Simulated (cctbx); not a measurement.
# Solving a structure by charge flipping

Cell a = 8.2060 Å, b = 8.2060 Å, c = 8.2060 Å, α = 90.00°, β = 90.00°, γ = 90.00°; space group Im-3 (no. 204); content Ir8 Tm2 As24.

Simulated single-crystal data (cctbx): Mo Kα, λ = 0.71073 Å, to d = 0.8 Å, 80 % of the full sphere, strongest reflection 5000 counts, noise from counting, a 4 % proportional error and a noise floor of 4 counts (s.d.); no absorption.

1 earlier start (other random phases, and plain and normalised amplitudes in turn) led nowhere (symmetry correlation 0.88).

Charge flipping in P1 on plain amplitudes to 0.8 Å, δ = 0.9 σ, 10 % of the reflections treated as weak, 200 cycles:

```text
cycle      R  skewness
    0  0.676     0.51
   16  0.414     3.07
   32  0.256     5.43
   48  0.230     5.38
   64  0.232     5.39
   80  0.228     5.48
   96  0.241     5.33
  112  0.253     5.23
  128  0.251     5.24
  144  0.254     5.17
  160  0.246     5.03
  176  0.258     5.07
  192  0.254     5.20
origin shift          correlation  skewness
 0.469  0.085  0.565      0.970      7.86
 0.474  0.092  0.065      0.906      6.60
 0.466  0.587  0.567      0.899      6.57
 0.470  0.588  0.066      0.893      6.64
taken: symmetry correlation 0.970, skewness 7.86
peak      x       y       z  mult  height/sigma
Q1    0.2500  0.2500  0.2500    8     18.4
Q2    0.0000  0.0000  0.0000    2     16.1
Q3    0.0000  0.3499  0.1478   24      5.2
Q4    0.0000  0.0000  0.5000    6      1.2
Q5    0.1750  0.1750  0.1750   16      1.0
Q6    0.0000  0.1059  0.0956   24      0.8
Q7    0.1275  0.3363  0.2320   48      0.7
Q8    0.0000  0.1202  0.3229   24      0.6
```

The origin is taken among those within 0.04 of the best correlation, by the skewness of the map.

Run time: 0.95 s on 1 thread of Arm Neoverse N1, with other jobs on the host, peak memory 0.08 GiB.

Q: Assign the peaks.

Heights go roughly as Z and multiplicities must add up to the content. First model: Q1 = Ir1 (8 in the cell, height 18.4), Q2 = Tm1 (2 in the cell, height 16.1) and Q3 = As1 (24 in the cell, height 5.2). Against the true structure, Q1 is Ir, Q2 is Tm and Q3 is As; the other peaks are not atoms.

Least squares on F², isotropic:

```text
Rint 0.043, 117 unique reflections to 0.80 A
cycle     R1     wR2    GooF  max shift (A)
   1  0.0607  0.1424   6.707   0.02736
   2  0.0086  0.0179   0.845   0.00000
final R1 0.0086 wR2 0.0179 GooF 0.845  parameters 5  data/parameter 23.4
atom        x        y        z      Ueq    occ   su(xyz)  su(Uiso or U11)
Ir1    0.25000  0.25000  0.25000   0.0173  1.000  0.00000  0.0001
Tm1    0.00000  0.00000  0.00000   0.0171  1.000  0.00000  0.0002
As1    0.00000  0.34779  0.15038   0.0227  1.000  0.00006  0.0001
difference map: max 0.85 min -0.62 rms 0.17
Q1    0.0000  0.0000  0.3008   12    0.88  1.29 A from As1
Q2    0.0000  0.1578  0.3004   24    0.68  1.83 A from As1
Q3    0.0733  0.0733  0.0733   16    0.68  1.04 A from Tm1
Q4    0.0000  0.4436  0.5000   12    0.58  1.47 A from As1
Q5    0.0000  0.3134  0.2905   24    0.57  1.18 A from As1
```

Anisotropic refinement:

```text
Rint 0.043, 117 unique reflections to 0.80 A
cycle     R1     wR2    GooF  max shift (A)
   1  0.0086  0.0179   0.861   0.00001
   2  0.0086  0.0175   0.837   0.00000
final R1 0.0086 wR2 0.0175 GooF 0.837  parameters 9  data/parameter 13.0
atom        x        y        z      Ueq    occ   su(xyz)  su(Uiso or U11)
Ir1    0.25000  0.25000  0.25000   0.0173  1.000  0.00000  0.0001
Tm1    0.00000  0.00000  0.00000   0.0171  1.000  0.00000  0.0002
As1    0.00000  0.34779  0.15038   0.0227  1.000  0.00006  0.0003
difference map: max 0.87 min -0.60 rms 0.17
Q1    0.0000  0.0000  0.2994   12    0.89  1.30 A from As1
Q2    0.0000  0.1566  0.2996   24    0.68  1.82 A from As1
Q3    0.0735  0.0735  0.0735   16    0.67  1.05 A from Tm1
Q4    0.0000  0.4432  0.5000   12    0.58  1.47 A from As1
Q5    0.0000  0.3140  0.2920   24    0.56  1.19 A from As1
Q6    0.1501  0.1372  0.2852   48    0.52  1.24 A from As1
```

**Reading.** The refinement ends at R1 = 0.0086, wR2 = 0.0175, GooF = 0.84, with difference density between -0.60 and 0.87 e/Å³. Every site matches the true model in element, within 0.001 Å r.m.s., up to an allowed shift of origin.

True model:

```csv
atom,mult.,x,y,z,Ueq (Å²)
Ir1,8,1/4,1/4,3/4,0.0173
Tm1,2,0,0,0,0.0169
As1,24,1/2,0.8478,0.3496,0.0229
```

The model was made for the exercise: a known structure type with other elements put in, its volume estimated, not relaxed; displacement parameters are assumed.

[Middle refinement cycles are left out of these outputs.]

[Logs are printed without paths, hosts, clocks, repeated set-up lines and the standing remarks that a program may print on its own settings, such as how far it seeks lower states.]
